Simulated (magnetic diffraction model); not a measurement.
## CrCu₂Te₂O₆: what an assumed order does to the neutron pattern

Space group P-3c1 (no. 165), a = 5.6080 Å, c = 12.3120 Å.

| site | atom | x | y | z |
| --- | --- | --- | --- | --- |
| 4d | Te | 1/3 | 2/3 | 0.0404 |
| 4d | Cu | 1/3 | 2/3 | 0.2993 |
| 2b | Cr | 0 | 0 | 0 |
| 12g | O | 0.1092 | 0.7839 | 0.1091 |

The compound is invented for this exercise: a known structure type with other elements, its cell scaled to their sizes and not relaxed.

Only Cu is taken to order (form factors of Cu2+); orders and moment sizes are assumed, and not adapted to the symmetry. Radiation: neutrons of λ = 2.52 Å, 8° to 70°; isotropic B of 0.31 Å² (Te), 0.44 Å² (Cu), 0.52 Å² (Cr) and 0.62 Å² (O). Simulated constant-wavelength pattern: nuclear and magnetic terms add, the magnetic one as |2.695 fm × Σ f S⊥ exp(2πi Q·r) exp(−B s²)|², summed over all Q at one angle with the factor 1/(sin²θ cos θ). For collinear order S is the moment m, which repeats by lattice and centring translations R with the sign exp(−2πi k·R). Free-ion form factors, Sears's scattering lengths of 1992, no absorption; a label names one of the reflections at its angle. The strongest nuclear line in the range is 100, and lines under 0.2 are left out.

Assume the order k = (0 1/2 0), collinear moments along [001], 0.85 μB on Cu; signs + at (1/3, 2/3, 0.2993), + at (2/3, 1/3, 0.7007), + at (2/3, 1/3, 0.2007), − at (1/3, 2/3, 0.7993).

Predict the pattern, nuclear and magnetic parts apart.

```csv
2θ (°),index,nuclear,magnetic
14.91,(0 1/2 0),0.0,1.6
19.02,(0 1/2 1),0.0,1.2
23.62,(0 0 2),8.6,0.0
25.97,(1 -1/2 0),0.0,0.5
28.05,(0 1/2 2),0.0,0.2
28.59,(1 -1/2 1),0.0,0.7
30.07,(1 0 0),3.5,0.0
35.39,(1 -1/2 2),0.0,0.3
38.59,(0 1 2),20.1,0.0
40.14,(1 1/2 0),0.0,0.4
41.97,(1 1/2 1),0.0,0.6
47.11,(1 1/2 2),0.0,0.4
47.45,(0 3/2 1),0.0,0.2
48.33,(0 0 4),10.1,0.0
53.41,(1 1 0),28.3,0.0
54.89,(1 1 1),14.6,0.0
57.21,(2 -1/2 1),0.0,0.3
57.98,(1 0 4),100.0,0.0
59.18,(1 1 2),0.2,0.0
61.40,(2 -1/2 2),0.0,0.2
62.51,(2 0 0),42.0,0.0
65.94,(1 1 3),21.2,0.0
67.81,(2 0 2),92.6,0.0
```

The strongest magnetic line in the range is (0 1/2 0) at 14.91° (1.6). On top of the Lorentz factor, which all lines share, magnetic lines fade with angle because f falls: for Cu2+ it is 0.93, 0.75, 0.55 and 0.23 at sin θ/λ = 0.1, 0.2, 0.3 and 0.5 Å⁻¹, while nuclear lengths stay constant. The order has no net moment.

[Logs are printed without paths, hosts, clocks, repeated set-up lines and the standing remarks that a program may print on its own settings, such as how far it seeks lower states.]
